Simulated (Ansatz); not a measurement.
# armchair BAs nanoribbon (N = 4, H edges): bands by functional and under strain, part 2 of 2

Aim: is the armchair BAs nanoribbon (N = 4, H edges) a metal or a semiconductor?

Ansatz 0.2.0; DFT PBE, plane waves, PAW; relaxation of a wire's period (the session's first sound run).

So far, band gap (eV): step 3 (bands of the perfect wire, PBE) 1.62; step 6 (another level of theory, level r2SCAN, cutoff 500 eV, r2SCAN PBE) 1.84; step 7 (another level of theory, level HSE06, cutoff 420 eV, HSE06 PBE) 2.14; step 9 (with spin-orbit coupling, PBE spin-orbit) 1.62; step 10 (strain along the wire, period over the relaxed period 1.06, k-mesh 1×1×10, PBE) 1.44.

## 11. Strain along the wire, period over the relaxed period 0.97, k-mesh 1×1×11

The period is set to 0.97 times the relaxed one and the atoms relax within it: strain changes bond lengths and angles, which shifts the bands against each other. Against the first PBE run of this kind, the mesh along the wire has 11 points against 14.

The cell differs from the one that the last finished run ended in (c 6.244 → 5.714 Å).

Contents of input.yaml:

```yaml
crystal:
  lattice:
    - [14.69, 0.0, 0.0]
    - [0.0, 7.0, 0.0]
    - [0.0, 0.0, 5.7137031837]
  atoms:
    - { symbol: B, position: [0.326526541, 0.5, 0.002103256] }
    - { symbol: B, position: [0.556657162, 0.5, 0.00467966] }
    - { symbol: As, position: [0.332404948, 0.5, 0.325441699] }
    - { symbol: As, position: [0.558130241, 0.5, 0.337938618] }
    - { symbol: H, position: [0.744858155, 0.5, 0.40530939] }
    - { symbol: H, position: [0.244156562, 0.5, 0.454289281] }
    - { symbol: B, position: [0.44336364, 0.5, 0.50467966] }
    - { symbol: B, position: [0.673494261, 0.5, 0.502103256] }
    - { symbol: As, position: [0.441890562, 0.5, 0.837938618] }
    - { symbol: As, position: [0.667615854, 0.5, 0.825441699] }
    - { symbol: H, position: [0.255162647, 0.5, 0.90530939] }
    - { symbol: H, position: [0.75586424, 0.5, 0.954289281] }
kpoints:
  mp_grid: { grid: [1, 1, 11] }
  band_path: { path: ["Γ", Z], npoints: 50 }
scf:
  occupations: { method: fermi_dirac, width: 0.05 }
hamiltonian:
  xc: pbe
relax:
  max_steps: 40
  f_tol: 0.02
output:
  stress: true
```

Launch:

```sh
$ ansatz run input.yaml --threads 8 --pin off --max-ram 16384MiB --backend cpu --events-out ev --progress --plain --runs-dir out
```

Run time: 11 s. Hardware: 8 threads of Intel Xeon Platinum 8488C (Sapphire Rapids), shared host; peak memory 2.1 GiB; 80 s of CPU time.

Relaxation path:

```csv
step,energy less that of the first step (eV),largest force component (eV/Å)
1,0.0000,0.7150
2,-0.0684,0.2841
3,-0.0812,0.0256
4,-0.0813,0.0048
```

Forces are held to the 4 operations that the run works with; a distortion that breaks them can't arise in this run.

The atoms that moved most (Å):

```csv
atom,dx,dy,dz,length
H12,0.005,0.000,0.090,0.091
H6,-0.005,0.000,0.090,0.091
H5,0.018,0.000,-0.081,0.083
H11,-0.018,0.000,-0.081,0.083
B8,0.041,0.000,-0.025,0.048
B1,-0.041,0.000,-0.025,0.048
As10,0.038,0.000,0.017,0.042
As3,-0.038,0.000,0.017,0.042
```

Final coordinates:

```cif
data_structure
_symmetry_space_group_name_H-M 'P 1'
_symmetry_Int_Tables_number 1
_cell_length_a 14.6900
_cell_length_b 7.0000
_cell_length_c 5.7137
_cell_angle_alpha 90.000
_cell_angle_beta 90.000
_cell_angle_gamma 90.000
_cell_volume 587.54
loop_
_atom_site_label
_atom_site_type_symbol
_atom_site_fract_x
_atom_site_fract_y
_atom_site_fract_z
_atom_site_occupancy
B1 B 0.32374 0.50000 0.99774 1
B2 B 0.55715 0.50000 0.00203 1
As3 As 0.32982 0.50000 0.32839 1
As4 As 0.55879 0.50000 0.34030 1
H5 H 0.74606 0.50000 0.39118 1
H6 H 0.24382 0.50000 0.47012 1
B7 B 0.44287 0.50000 0.50203 1
B8 B 0.67628 0.50000 0.49774 1
As9 As 0.44123 0.50000 0.84030 1
As10 As 0.67020 0.50000 0.82839 1
H11 H 0.25396 0.50000 0.89118 1
H12 H 0.75620 0.50000 0.97012 1
```

Numbers from this step:

- band gap: 1.682 eV

The electronic bands at the labelled points (eV, zero at the Fermi level):

```csv
point,band 35,band 36,band 37,band 38,band 39,band 40,band 41,band 42
Γ,-2.65,-2.64,-0.90,-0.85,0.83,0.96,2.58,2.88
halfway,-3.06,-2.45,-1.79,-1.22,1.11,1.92,2.63,2.68
Z,-2.95,-2.95,-1.88,-1.88,1.68,1.68,2.65,2.65
```

The gap is 1.68 eV, against 1.62 eV under PBE at the relaxed period.

## 12. A varied input: kpoints.mp_grid.shift = [0.0, 0.0, 0.5]

This step: DFT LDA, plane waves, PAW; bands of a perfect wire at the PBE geometry; changed: kpoints.mp_grid.shift = [0.0, 0.0, 0.5] (Ansatz 0.2.0).

The atoms of the band run (LDA) are kept and the input is varied, to see whether the result depends on it.

Changes to input.yaml since step 11:

```diff
@@ -4,3 +4,3 @@
     - [0.0, 7.0, 0.0]
-    - [0.0, 0.0, 5.7137031837]
+    - [0.0, 0.0, 5.8904156532]
   atoms:
@@ -19,3 +19,3 @@
 kpoints:
-  mp_grid: { grid: [1, 1, 11] }
+  mp_grid: { grid: [1, 1, 11], shift: [0.0, 0.0, 0.5] }
   band_path: { path: ["Γ", Z], npoints: 50 }
@@ -24,7 +24,2 @@
 hamiltonian:
-  xc: pbe
-relax:
-  max_steps: 40
-  f_tol: 0.02
-output:
-  stress: true
+  xc: lda
```

Wall time 7.4 s (8 threads); peak memory 2.1 GiB.

This step gave:

| Quantity | Value |
| --- | --- |
| band gap | 1.611 eV |

It took 7.4 s against 8.3 s for the run it varies.

The band gap stays within 0.2 % plus 0.001 of the run it varies.

## 13. A varied input: kpoints.mp_grid.grid = [1, 1, 14]

This step: DFT LDA, plane waves, PAW; bands of a perfect wire at the PBE geometry; changed: kpoints.mp_grid.grid = [1, 1, 14] (Ansatz 0.2.0).

Changes to input.yaml since step 12:

```diff
@@ -19,3 +19,3 @@
 kpoints:
-  mp_grid: { grid: [1, 1, 11], shift: [0.0, 0.0, 0.5] }
+  mp_grid: { grid: [1, 1, 14] }
   band_path: { path: ["Γ", Z], npoints: 50 }
```

It took 7.6 s on 8 threads; peak memory 2.1 GiB; 56 s of CPU time.

It took 7.6 s against 8.3 s for the run it varies.

The band gap stays within 0.2 % plus 0.001 of the run it varies.

Against step 4 (now k-mesh 1×1×14), the free energy stays within 0.05 meV an atom.

## 14. Results

```yaml
cell_length_pbe: 5.890 Å
conductance_pbe: 5.0e-14 G₀
gap_pbe: 1.62 eV
gap_lda: 1.61 eV
gap_pbesol: 1.62 eV
gap_r2scan: 1.84 eV
gap_hse06: 2.14 eV
gap_with_spin_orbit_coupling: 1.62 eV
gap_period_scaled_by_1p06: 1.44 eV
gap_period_scaled_by_0p97: 1.68 eV
```

In words: Under PBE the cell's length is 5.89 Å, and a gap of 1.62 eV makes it a semiconductor. At the relaxed period the wire is gapped under every functional, from 1.61 eV (LDA) to 2.14 eV (HSE06). Weak screening in one dimension makes quasiparticle gaps larger than the semilocal gaps, as a rule. Strain matters: under PBE the gap goes from 1.62 eV to 1.68 eV at 0.97 times the period and 1.44 eV at 1.06 times the period. Transport is coherent and elastic here: the atoms are frozen, so scattering by vibrations plays no part. A hybrid's gap is read on a coarse mesh, without a band path.

[Logs are printed without paths, hosts, clocks, repeated set-up lines and the standing remarks that a program may print on its own settings, such as how far it seeks lower states.]

[Hosts, paths, dates, database ids (printed as entryN), source tags and the programs' standing remarks are cut or masked in the printed files.]
